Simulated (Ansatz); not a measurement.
**Stretching the linear Li chain**

Wanted: energy, moment and open channels of the linear Li chain from 12 % compression to 30 % stretch.

Program: Ansatz 0.2.0. Level of theory: DFT RPBE, plane waves, PAW; relaxation of a chain's period, in the first sound run; inputs show where later runs differ. Results are calculated unless marked as measured.

### 1. Set-up

The cell holds 1 atom: 1 Li. Its edges and angles: a = 7.500 Å, b = 7.500 Å, c = 2.381 Å, α = 90.0°, β = 90.0°, γ = 90.0°. Vacuum lies along a and b. The structure's axis is c.

### 2. The relaxed wire

Band widths follow the bond lengths, so the chain is relaxed first. The atoms and the third cell vector are free; the box across stays fixed as vacuum. Moments are seeded so that a magnetic state can form if it lies lower. A Fermi-Dirac smearing is set since the result may be a metal. The pressure printed is a third of the stress's trace over the whole box, vacuum included; only the stress along the axis is relaxed.

Input file input.yaml:

```yaml
crystal:
  lattice:
    - [7.5, 0.0, 0.0]
    - [0.0, 7.5, 0.0]
    - [0.0, 0.0, 2.3808]
  atoms:
    - { symbol: Li, position: [0.5, 0.5, 0.0], spin: 0.5 }
magnetization:
  spin_polarized: true
kpoints:
  mp_grid: { grid: [1, 1, 34] }
scf:
  occupations: { method: fermi_dirac, width: 0.05 }
hamiltonian:
  xc: rpbe
relax:
  cell: { fix: [a, b, alpha, beta, gamma] }
  max_steps: 60
```

The run is started by

```sh
$ ansatz run input.yaml --threads 4 --pin off --max-ram 8192MiB --backend cpu --events-out ev --progress --plain --runs-dir out
```

Numbers of over 12 decimals in the logs are rounded to 6 here.

The program printed:

```text
Engine: ansatz 0.2.0, aarch64-unknown-linux-gnu
Pseudopotentials: kind: paw
Pseudopotential: Li, paw, valence charge 3, recommended cutoff 420 eV (normal), Li.paw.azcp
Functional definition: RPBE
  parameter kappa = 0.804
  parameter beta = 0.066725
  exchange = rpbe_x(kappa = kappa, mu = beta*pi^2/3)
  correlation = pbe_c(beta = beta)
Crystal: 1 atoms, lattice volume = 133.920 Å³
Basis set: ecut = 420 eV, 2599 PW (Γ), exchange–correlation on 108×108×32 points (8 copies of the dense FFT grid, shifted against one another)
Bands: 6, of which v1, the nominal top of the filled ones, is band 2 counted from 1 (1 counted from 0)
Symmetry: 16 space group operations
Space group: P4/mmm (ITA 123), of the structure as read, at distance tolerance 5.1e-5 Å
Magnetic group: BNS 123.339 (UNI 999), of the structure as read, at distance tolerance 5.1e-5 Å
k-points: 18 of 34
Non-local potential: Li, projectors of the file, l = 0: 3, l = 1: 2, l = 2: 1
PAW form: soft (Blöchl's): semilocal exchange-correlation on the pseudo side does not see the compensation charge
PAW one-centre angular grid: Li, 110 points (default); XC on 64 Gauss nodes
Initial density: superposition of atomic densities (neutral atoms: chi_scale 0, normalization atom)
Starting moments: Σ|m| = 0.5 μB on 1 of 1 site
Initial wavefunctions: pseudopotential atomic-orbital guess
Functional: x = rpbe, c = pbe(β = 0.066725)
iter 1 solved again at ethr=1.64e-3 eV; its pass at ethr=3.10e-3 eV (dr2=4.91e-2 eV) is discarded
SCF iter   1: F=—  HF=-204.107207 eV  |F-HF|=—  |Δ(HF+E_count)|=         —  Δρ=1.93e-2 (↑1.87e-2 ↓1.93e-2)  dr2=4.96e-2  dr2_m=4.40e-1  M=0.081 μB ∫|m|=0.082 μB  β_m=0.30  ethr=1.64e-3  ⟨swp⟩=1.0  Hψ=2282  notcnv=0
preconditioner: auto → LDOS  [metal: Δε(μ)=0.073 eV  Ē_g=4.775 eV  σ=0.050 eV  W_gap=0.35  n_scr=8 (ndim 8)  ℏωp=3.2 eV  f_vac=0.288  D(μ)=0.57/eV (n_scr^D=4)]
spin=Collinear: LDOS preconditioning applied to the charge; magnetization (m = ρ↑ − ρ↓) channel mixes plain (no charge-response kernel on spin).
SCF iter   2: F=—  HF=-204.201809 eV  |F-HF|=—  |Δ(HF+E_count)|=   9.46e-2  Δρ=1.37e-2 (↑1.32e-2 ↓1.37e-2)  dr2=3.25e-2  dr2_m=2.20e-1  M=0.064 μB ∫|m|=0.065 μB  β_m=0.30  ethr=1.64e-3  ⟨swp⟩=2.0  Hψ=300  notcnv=0
SCF iter   3: F=—  HF=-204.245886 eV  |F-HF|=—  |Δ(HF+E_count)|=   4.41e-2  Δρ=9.54e-3 (↑9.54e-3 ↓9.44e-3)  dr2=7.14e-4  dr2_m=1.10e-1  M=0.049 μB ∫|m|=0.050 μB  β_m=0.30  ethr=1.08e-3  ⟨swp⟩=2.4  Hψ=408  notcnv=0
SCF iter   4: F=—  HF=-204.272403 eV  |F-HF|=—  |Δ(HF+E_count)|=   2.65e-2  Δρ=6.75e-3 (↑6.75e-3 ↓6.71e-3)  dr2=4.20e-4  dr2_m=5.54e-2  M=0.038 μB ∫|m|=0.039 μB  β_m=0.30  ethr=2.38e-5  ⟨swp⟩=2.0  Hψ=432  notcnv=0
SCF iter   5: F=—  HF=-204.287384 eV  |F-HF|=—  |Δ(HF+E_count)|=   1.50e-2  Δρ=4.79e-3 (↑4.74e-3 ↓4.79e-3)  dr2=1.99e-5  dr2_m=2.79e-2  M=0.028 μB ∫|m|=0.029 μB  β_m=0.30  ethr=1.40e-5  ⟨swp⟩=2.9  Hψ=448  notcnv=0
SCF iter   6: F=—  HF=-204.294297 eV  |F-HF|=—  |Δ(HF+E_count)|=   6.91e-3  Δρ=3.40e-3 (↑3.37e-3 ↓3.40e-3)  dr2=3.61e-6  dr2_m=1.40e-2  M=0.022 μB ∫|m|=0.023 μB  β_m=0.30  ethr=6.65e-7  ⟨swp⟩=2.0  Hψ=420  notcnv=0
SCF iter   7: F=—  HF=-204.297851 eV  |F-HF|=—  |Δ(HF+E_count)|=   3.55e-3  Δρ=2.40e-3 (↑2.40e-3 ↓2.40e-3)  dr2=4.36e-7  dr2_m=7.08e-3  M=0.017 μB ∫|m|=0.018 μB  β_m=0.30  ethr=1.20e-7  ⟨swp⟩=2.0  Hψ=384  notcnv=0
Mixer restart at iter 7: flushing history
spin-set hold released at iteration 7 (site moments contracting): the magnetisation degrees of freedom join the quasi-Newton model from the next iteration; the mixer history was flushed
SCF iter   8: F=—  HF=-204.299706 eV  |F-HF|=—  |Δ(HF+E_count)|=   1.86e-3  Δρ=1.71e-3 (↑1.71e-3 ↓1.71e-3)  dr2=1.72e-7  dr2_m=3.58e-3  M=0.014 μB ∫|m|=0.014 μB  β_m=0.65  ethr=1.45e-8  ⟨swp⟩=2.0  Hψ=274  notcnv=0
SCF iter   9: F=—  HF=-204.301820 eV  |F-HF|=—  |Δ(HF+E_count)|=   2.11e-3  Δρ=5.34e-5 (↑5.34e-5 ↓5.21e-5)  dr2=1.66e-8  dr2_m=3.42e-6  M=0.003 μB ∫|m|=0.003 μB  β_m=0.82  ethr=5.74e-9  ⟨swp⟩=3.0  Hψ=391  notcnv=0
SCF iter  10: F=—  HF=-204.301857 eV  |F-HF|=—  |Δ(HF+E_count)|=   3.66e-5  Δρ=2.58e-5 (↑2.58e-5 ↓2.45e-5)  dr2=1.31e-8  dr2_m=7.77e-7  M=0.001 μB ∫|m|=0.002 μB  β_m=0.91  ethr=5.55e-10  ⟨swp⟩=4.4  Hψ=499  notcnv=0
SCF iter  11: F=—  HF=-204.301864 eV  |F-HF|=—  |Δ(HF+E_count)|=   7.55e-6  Δρ=4.35e-6 (↑4.35e-6 ↓4.21e-6)  dr2=1.97e-10  dr2_m=2.24e-8  M=0.000 μB ∫|m|=0.000 μB  β_m=0.96  ethr=4.37e-10  ⟨swp⟩=4.2  Hψ=497  notcnv=0
SCF iter  12: F=—  HF=-204.301864 eV  |F-HF|=—  |Δ(HF+E_count)|=   2.24e-7  Δρ=1.86e-7 (↑1.86e-7 ↓1.80e-7)  dr2=9.90e-12  dr2_m=3.95e-11  M=0.000 μB ∫|m|=0.000 μB  β_m=0.97  ethr=6.56e-12  ⟨swp⟩=3.7  Hψ=462  notcnv=0
SCF iter  13: F=-204.301864 eV  HF=-204.301864 eV  |F-HF|=2.65e-11  |Δ(HF+E_count)|=  6.35e-10  Δρ=4.08e-8 (↑3.98e-8 ↓4.08e-8)  dr2=5.41e-13  dr2_m=1.90e-12  M=-0.000 μB ∫|m|=0.000 μB  ethr=1.00e-12  ⟨swp⟩=2.5  Hψ=398  notcnv=0
WARN: the starting moments were not kept: the SCF closed with an absolute magnetisation of 1.9e-6 μB, where they sum to 0.5 μB in size (1 site). That is at most 0.1 of that sum. Measured as dr2_m measures the in/out step, that magnetisation stands 3.4e-13 eV from none, at or under the dr2_threshold of 1.0e-7 eV: it is no larger than a step whose dr2_m would equal this threshold. The system may hold no moment; this SC [...]
SCF 1 converged in 13 iterations: F = -204.301864 eV  dr2 = 5.41e-13
  greatest PAW one-centre occupation: 1.000 electrons in one spin orbital (limit 2), on the Li atom at site 0 (counted from 0), in its partial waves of l = 0
relax step   1: F+E_penalty+E_count = -204.30186447 eV  Δ(F+E_penalty+E_count) = +0.000e0 eV  max|allowed force component| = 0.000e0 eV/Å  Δτ_max = 0.0000 Å  P = +0.686 GPa  Ω = 133.920 Å³  fix = [a, b, alpha, beta, gamma]  reactions: a -0.306, b -0.306 GPa  (13 SCF iters, dr2 threshold 1.00e-7 eV, accepted)
Crystal: 1 atoms, lattice volume = 140.449 Å³
Basis set: ecut = 420 eV, 2745 PW (Γ), exchange–correlation on 108×108×32 points (8 copies of the dense FFT grid, shifted against one another)
Initial density: handed on by an earlier stage of this run
Starting moments: Σ|m| = 0.5 μB on 1 of 1 site; this step starts from the density that it was given
Initial wavefunctions: those handed on with the density
iter 1 solved again at ethr=1.24e-5 eV; its pass at ethr=3.10e-3 eV (dr2=3.73e-4 eV) is discarded
SCF iter   1: F=—  HF=-204.392956 eV  |F-HF|=—  |Δ(HF+E_count)|=         —  Δρ=8.23e-4 (↑7.82e-4 ↓8.23e-4)  dr2=3.72e-4  dr2_m=8.06e-4  M=-0.005 μB ∫|m|=0.006 μB  β_m=0.30  ethr=1.24e-5  ⟨swp⟩=1.1  Hψ=2219  notcnv=0
[...]
relax step   7: F+E_penalty+E_count = -204.54868717 eV  Δ(F+E_penalty+E_count) = -1.566e-3 eV  max|allowed force component| = 0.000e0 eV/Å  Δτ_max = 0.0000 Å  P = -0.179 GPa  Ω = 169.831 Å³  energy of the carried Pulay correction = -3.794e-5 eV  fix = [a, b, alpha, beta, gamma]  reactions: a -0.280, b -0.280 GPa  (7 SCF iters, dr2 threshold 5.52e-8 eV, accepted)
[...]
relax step   8: F+E_penalty+E_count = -204.54872690 eV  Δ(F+E_penalty+E_count) = -3.973e-5 eV  max|allowed force component| = 0.000e0 eV/Å  Δτ_max = 0.0000 Å  P = -0.187 GPa  Ω = 170.371 Å³  energy of the carried Pulay correction = -3.848e-5 eV  fix = [a, b, alpha, beta, gamma]  reactions: a -0.280, b -0.280 GPa  (7 SCF iters, accepted)
Basis set: ecut = 420 eV, 3339 PW (Γ), exchange–correlation on 108×108×48 points (8 copies of the dense FFT grid, shifted against one another)
Initial wavefunctions: pseudopotential atomic-orbital guess (no wavefunctions were taken with the density)
iter 1 solved again at ethr=6.82e-6 eV; its pass at ethr=3.10e-3 eV (dr2=2.05e-4 eV) is discarded
SCF iter   1: F=—  HF=-204.545352 eV  |F-HF|=—  |Δ(HF+E_count)|=         —  Δρ=1.49e-4 (↑1.49e-4 ↓1.49e-4)  dr2=1.86e-4  dr2_m=1.10e-12  M=-0.000 μB ∫|m|=0.000 μB  β_m=0.30  ethr=6.82e-6  ⟨swp⟩=1.6  Hψ=2288  notcnv=0
preconditioner: auto → none  [insulator: Δε(μ)=0.170 eV  Ē_g=3.894 eV  σ=0.050 eV  W_gap=0.69  n_scr=8 (ndim 8)  ℏωp=2.8 eV  f_vac=0.311  D(μ)=0.64/eV (n_scr^D=0)  ε∞_Penn≈1.5]
SCF iter   2: F=—  HF=-204.547213 eV  |F-HF|=—  |Δ(HF+E_count)|=   1.86e-3  Δρ=9.86e-5 (↑9.86e-5 ↓9.86e-5)  dr2=1.15e-5  dr2_m=8.48e-13  M=-0.000 μB ∫|m|=0.000 μB  β_m=0.35  ethr=6.20e-6  ⟨swp⟩=2.0  Hψ=364  notcnv=0
SCF iter   3: F=—  HF=-204.549345 eV  |F-HF|=—  |Δ(HF+E_count)|=   2.13e-3  Δρ=5.79e-5 (↑5.79e-5 ↓5.79e-5)  dr2=1.22e-5  dr2_m=5.52e-13  M=-0.000 μB ∫|m|=0.000 μB  β_m=0.67  ethr=3.84e-7  ⟨swp⟩=3.3  Hψ=436  notcnv=0
SCF iter   4: F=—  HF=-204.550783 eV  |F-HF|=—  |Δ(HF+E_count)|=   1.44e-3  Δρ=2.48e-5 (↑2.48e-5 ↓2.48e-5)  dr2=1.50e-5  dr2_m=2.38e-13  M=-0.000 μB ∫|m|=0.000 μB  β_m=0.84  ethr=3.84e-7  ⟨swp⟩=3.1  Hψ=418  notcnv=0
SCF iter   5: F=—  HF=-204.551098 eV  |F-HF|=—  |Δ(HF+E_count)|=   3.15e-4  Δρ=5.54e-6 (↑5.54e-6 ↓5.53e-6)  dr2=6.23e-7  dr2_m=3.93e-14  M=-0.000 μB ∫|m|=0.000 μB  β_m=0.79  ethr=3.84e-7  ⟨swp⟩=2.1  Hψ=362  notcnv=0
SCF iter   6: F=—  HF=-204.551110 eV  |F-HF|=—  |Δ(HF+E_count)|=   1.19e-5  Δρ=1.44e-6 (↑1.44e-6 ↓1.43e-6)  dr2=6.05e-8  dr2_m=1.30e-14  M=-0.000 μB ∫|m|=0.000 μB  β_m=0.89  ethr=2.08e-8  ⟨swp⟩=2.1  Hψ=316  notcnv=0
SCF iter   7: F=—  HF=-204.551110 eV  |F-HF|=—  |Δ(HF+E_count)|=   7.23e-8  Δρ=4.81e-7 (↑4.81e-7 ↓4.79e-7)  dr2=1.65e-8  dr2_m=2.67e-15  M=-0.000 μB ∫|m|=0.000 μB  β_m=0.95  ethr=2.02e-9  ⟨swp⟩=1.9  Hψ=250  notcnv=0
SCF iter   8: F=—  HF=-204.551110 eV  |F-HF|=—  |Δ(HF+E_count)|=   2.73e-8  Δρ=1.04e-7 (↑1.04e-7 ↓1.03e-7)  dr2=4.85e-10  dr2_m=5.41e-16  M=-0.000 μB ∫|m|=0.000 μB  β_m=0.97  ethr=5.50e-10  ⟨swp⟩=1.7  Hψ=240  notcnv=0
SCF iter   9: F=—  HF=-204.551128 eV  |F-HF|=—  |Δ(HF+E_count)|=   1.79e-5  Δρ=2.86e-7 (↑2.86e-7 ↓2.86e-7)  dr2=4.53e-10  dr2_m=1.03e-16  M=-0.000 μB ∫|m|=0.000 μB  β_m=0.99  ethr=1.62e-11  ⟨swp⟩=2.9  Hψ=400  notcnv=0
SCF iter  10: F=—  HF=-204.551128 eV  |F-HF|=—  |Δ(HF+E_count)|=   1.77e-8  Δρ=2.73e-7 (↑2.73e-7 ↓2.73e-7)  dr2=4.83e-10  dr2_m=4.77e-17  M=-0.000 μB ∫|m|=0.000 μB  β_m=0.99  ethr=1.51e-11  ⟨swp⟩=1.6  Hψ=238  notcnv=0
SCF iter  11: F=—  HF=-204.551128 eV  |F-HF|=—  |Δ(HF+E_count)|=   1.43e-8  Δρ=2.50e-7 (↑2.50e-7 ↓2.50e-7)  dr2=3.49e-10  dr2_m=2.58e-17  M=-0.000 μB ∫|m|=0.000 μB  β_m=1.00  ethr=1.51e-11  ⟨swp⟩=1.7  Hψ=240  notcnv=0
SCF iter  12: F=—  HF=-204.551128 eV  |F-HF|=—  |Δ(HF+E_count)|=   5.91e-8  Δρ=1.64e-7 (↑1.64e-7 ↓1.64e-7)  dr2=1.43e-10  dr2_m=4.26e-19  M=0.000 μB ∫|m|=0.000 μB  β_m=1.00  ethr=1.16e-11  ⟨swp⟩=1.9  Hψ=250  notcnv=0
SCF iter  13: F=—  HF=-204.551128 eV  |F-HF|=—  |Δ(HF+E_count)|=   2.37e-8  Δρ=1.14e-7 (↑1.14e-7 ↓1.14e-7)  dr2=7.50e-11  dr2_m=1.43e-18  M=0.000 μB ∫|m|=0.000 μB  β_m=1.00  ethr=4.78e-12  ⟨swp⟩=1.9  Hψ=250  notcnv=0
SCF iter  14: F=-204.551128 eV  HF=-204.551128 eV  |F-HF|=8.81e-11  |Δ(HF+E_count)|=   2.23e-8  Δρ=8.22e-9 (↑8.22e-9 ↓8.19e-9)  dr2=3.65e-13  dr2_m=3.97e-18  M=0.000 μB ∫|m|=0.000 μB  ethr=1.00e-12  ⟨swp⟩=2.8  Hψ=716  notcnv=0
the starting moments were not kept: the SCF closed with an absolute magnetisation of 6.7e-9 μB, where they sum to 0.5 μB in size (1 site). That is at most 0.1 of that sum. Measured as dr2_m measures the in/out step, that magnetisation stands 3.3e-18 eV from none, at or under the dr2_threshold of 1.0e-11 eV: it is no larger than a step whose dr2_m would equal this threshold.
SCF 9 converged in 14 iterations: F = -204.551128 eV  dr2 = 3.65e-13
relax step   9: F+E_penalty+E_count = -204.55112817 eV  Δ(F+E_penalty+E_count) = -2.401e-3 eV  max|allowed force component| = 0.000e0 eV/Å  Δτ_max = 0.0000 Å  P = -0.169 GPa  Ω = 170.371 Å³  fix = [a, b, alpha, beta, gamma]  reactions: a -0.276, b -0.276 GPa  stress off target by 4.58e-2 GPa on what of the cell is left free  SCF on the basis re-selected at this cell (its energy is not comparable with the rows above)  (14 SCF iters)
basis re-selected at this cell: Δ(F+E_penalty+E_count) = -2.401e-3 eV, ΔP = +0.018 GPa vs the last step (what re-selecting the basis moved, of the pressure what is left beyond the Pulay correction that the steps carried, after the strain that the cell walked since its last selection, with what the two solves' SCF thresholds leave and, on support functions, any second-order correction that the steps lacked; it is no measure of the basis error at this ecutwfc). The dense FFT grid was sized anew with the basis: this SCF ran on 54×54×24 points, the steps before it on 54×54×16, so part of this shift can come from that change (see relax.cell in the input reference). [rest of the remark cut]
SCF converged after 14 iterations
Magnetization: 0.0000 μB (1.5000 up, 1.5000 down)
Absolute magnetization: 0.0000 μB (∫|ρ↑−ρ↓|, with the PAW one-centre terms)
Spin contamination: 0.0000 ħ² per cell (⟨S²⟩ above its minimum at these occupations)
Per-site moments (μB) at R_I (Å): [(2.201483479252668e-9, 1.249386)]
Free energy (F): -204.551128 eV
Harris-Foulkes:  -204.551128 eV  (|F-HF|=8.81e-11)
Internal energy: -204.545576 eV  (E = F + TS)
E sigma→0 (E₀):  -204.548352 eV
Entropy (-TS):   -0.005552 eV (-5.552 meV/atom)
Fermi energy:    -2.755965 eV
--- Per-component energies (eV) ---
  E_band       = -105.005012
  E_kinetic    = 19.508543
  E_local      = -208.926734  (includes V_loc(G=0)·N_el)
  E_nonlocal   = -33.336361
  E_hartree    = 70.738903
  E_xc         = -8.753242
  E_vxc        = -11.076659  (∫ρ·V_xc dr)
  E_paw        = -21.538403  (= ΣΔE_a)
  E_vpaw       = -12.651621  (= ΣTr[D̂ρ^β])
  E_aug_tail   = 0.000012  (compensation charges beyond the density's cutoff)
  E_ewald      = -22.238293
  E_smearing   = -0.005552  (= −TS)
  E_closure    = -0.000000  (closes the sum)
  Σ components = -204.551128   (vs F -204.551128, Δ=0.00e0)
--- Forces (eV/Å), atoms counted from 1 ---
  atom   1  Li     0.00000000    -0.00000000    -0.00000000
  max |Σ_I F_I| component: 6.31e-30 eV/Å
--- Stress (GPa, compression-positive) ---
       -0.275812      -0.000000      -0.000000
       -0.000000      -0.275812       0.000000
       -0.000000       0.000000       0.045826
  P = ⅓ Tr σ = -0.1686 GPa (-1.686 kbar)
--- Relaxed structure (8 steps of the walk, 8 accepted, 1 SCFs on fresh bases) ---
  F+E_penalty+E_count = -204.55112817 eV   max|allowed force component| = 0.000e0 eV/Å   (the final SCF, on the basis selected at the relaxed cell)
  cell:  # Å, volume = 170.3709 Å³
    - [7.5, 0.0, 0.0]
    - [0.0, 7.5, 0.0]
    - [0.0, 0.0, 3.028816]
  atoms:
    - { symbol: Li, position: [0.5, 0.5, 0.0] }
```

It took 10 s on 4 threads of Arm Neoverse V1, shared host; peak memory 0.38 GiB.

The steps of the relaxation:

| step | energy less that of the first step (eV) | largest force component (eV/Å) | pressure (GPa) | volume (Å³) |
| --- | --- | --- | --- | --- |
| 1 | 0.0000 | 0.0000 | 0.69 | 133.92 |
| 2 | -0.0933 | 0.0000 | 0.45 | 140.45 |
| 3 | -0.1599 | 0.0000 | 0.25 | 146.98 |
| 4 | -0.2046 | 0.0000 | 0.10 | 153.48 |
| 5 | -0.2325 | 0.0000 | -0.03 | 160.18 |
| 6 | -0.2453 | 0.0000 | -0.14 | 166.87 |
| 7 | -0.2468 | 0.0000 | -0.18 | 169.83 |
| 8 | -0.2469 | 0.0000 | -0.19 | 170.37 |
| 9* | -0.2493 | 0.0000 | -0.17 | 170.37 |

Relaxation steps marked * repeat the geometry before them on a plane-wave basis chosen anew for their cell, so energy and pressure can jump there.

| cell as run | before | after | change |
| --- | --- | --- | --- |
| c (Å) | 2.381 | 3.029 | +27.2 % |

Final coordinates:

```xyz
1
Lattice="7.5000 0.0000 0.0000 0.0000 7.5000 0.0000 0.0000 0.0000 3.0288" Properties=species:S:1:pos:R:3
Li    3.7500    3.7500    0.0000
```

Numbers from this step:

```yaml
energy_at_zero_smearing: -204.5484 eV
cell_length_along_the_wire: 3.029 Å
```

The cell's length comes to 3.029 Å with no moment. That is +27 % against the start, more than a small adjustment.

The cell grew by 27.2 % in its periodic edges.

### 3. The chain at a fixed length, period over the relaxed period 0.88, k-mesh 1×1×31

This step: DFT RPBE, plane waves, PAW; channels and complex bands of a perfect chain (Ansatz 0.2.0).

The period is set to 0.88 times the relaxed one: shorter bonds widen the bands.

The cell differs from the one that the last finished run ended in (c 3.029 → 2.665 Å).

input.yaml, the sections that differ from step 2:

```yaml
crystal:
  lattice:
    - [7.5, 0.0, 0.0]
    - [0.0, 7.5, 0.0]
    - [0.0, 0.0, 2.665357702]
  atoms:
    - { symbol: Li, position: [0.5, 0.5, 0.0], spin: 0.5 }
kpoints:
  mp_grid: { grid: [1, 1, 31] }
output:
  transmission:
    e_range: [-2, 2]
    de: 0.035
    kmesh: [1, 1]
    reduced_basis: true
    leads: [[0, 0]]
  stress: true
# magnetization, scf, hamiltonian: as in step 2
# relax: removed
```

The program printed:

```text
[...]
Crystal: 1 atoms, lattice volume = 149.926 Å³
Basis set: ecut = 420 eV, 3009 PW (Γ)
Bands: 6, of which v1, the nominal top of the filled ones, is band 2 counted from 1 (1 counted from 0)
Symmetry: 16 space group operations
[...]
k-points: 16 of 31
[...]
Starting moments: Σ|m| = 0.5 μB on 1 of 1 site
[...]
SCF iter  14: F=-204.484366 eV  HF=-204.484366 eV  |F-HF|=3.41e-13  |Δ(HF+E_count)|=  1.70e-10  Δρ=5.67e-9 (↑5.67e-9 ↓4.92e-9)  dr2=2.38e-13  dr2_m=3.05e-14  M=-0.000 μB ∫|m|=0.000 μB  ethr=1.00e-12  ⟨swp⟩=2.2  Hψ=418  notcnv=0
SCF 1 converged in 14 iterations: F = -204.484366 eV  dr2 = 2.38e-13
[...]
transmission: 8 of 48 steps passed
transmission: 12 of 48 steps passed
[...]
transmission: 48 of 48 steps passed
SCF converged after 14 iterations
Magnetization: -0.0000 μB (1.5000 up, 1.5000 down)
Absolute magnetization: 0.0000 μB (∫|ρ↑−ρ↓|, with the PAW one-centre terms)
[...]
Per-site moments (μB) at R_I (Å): [(2.5757039880373735e-8, 1.099460)]
Free energy (F): -204.484366 eV
[...]
Internal energy: -204.479475 eV  (E = F + TS)
E sigma→0 (E₀):  -204.481921 eV
Entropy (-TS):   -0.004891 eV (-4.891 meV/atom)
Fermi energy:    -2.698249 eV
[...]
--- Stress (GPa, compression-positive) ---
       -0.290472       0.000000       0.000000
        0.000000      -0.290472       0.000000
        0.000000       0.000000       1.123724
  P = ⅓ Tr σ = 0.1809 GPa (1.809 kbar)
--- Band table (eV; the first three rows and the last of 32) ---
[...]
--- Transmission ---
  basis      : 497 plane waves across, 4 finite elements along
  points     : 1, standing for a mesh of 1 x 1
  filling    : by the input's occupations and mesh, since the crystals that have channels conduct as metals do. If one of these is a semiconductor, that mesh has misplaced its level
  energies   : 115 from -2.000000 to 1.990000 eV about the Fermi level, 0.035000 eV apart; the leads are filled to 0.000000 eV, and channels, transmission and decay are at -0.005000 eV
  crystal 0  : Li1, at the sites [0, 0], period 2.6654 Å: whole cells are its period
    offset         : up to 0.0000 Å between an atom of the period and one for which it stands
    filled         : 9.1 meV over the level at which it is neutral
    channels       : 1.000000e0 up, 1.000000e0 down
    conductance    : 1.3774e14 S/m² at 300 K; may be off by some 0.0 % by where its bands' edges are placed, 0.0 % from the distance to neutral
```

Elapsed: 15 s, on 4 threads; peak memory 0.4 GiB; 47 s of CPU time.

This step gave:

| Property | Result |
| --- | --- |
| energy at zero smearing | -204.4819 eV |
| channels at the energy nearest the Fermi level, spin up | 1 |
| channels at the energy nearest the Fermi level, spin down | 1 |
| conductance of the lead as this run defines it | 1.0000 G₀ |
| band gap | 0 eV |

Open channels of the lead against energy, zero at the Fermi level:

| energy (eV) | spin up | spin down |
| --- | --- | --- |
| -0.985 | 0 | 0 |
| -0.810 | 1 | 1 |
| -0.600 | 1 | 1 |
| -0.390 | 1 | 1 |
| -0.215 | 1 | 1 |
| -0.005 | 1 | 1 |
| 0.205 | 1 | 1 |
| 0.415 | 1 | 1 |
| 0.590 | 1 | 1 |
| 0.800 | 1 | 1 |
| 1.010 | 1 | 1 |
| 1.185 | 1 | 1 |
| 1.395 | 1 | 1 |
| 1.605 | 2 | 2 |
| 1.815 | 2 | 2 |

At the computed energy nearest the Fermi level there are 1 spin-up and 1 spin-down channels, and the thermal average gives 1.000 G₀.

[end of part 1 of 2]

[Logs are printed without paths, hosts, clocks, repeated set-up lines and the standing remarks that a program may print on its own settings, such as how far it seeks lower states.]

[Hosts, paths, dates, database ids (printed as entryN), source tags and the programs' standing remarks are cut or masked in the printed files.]
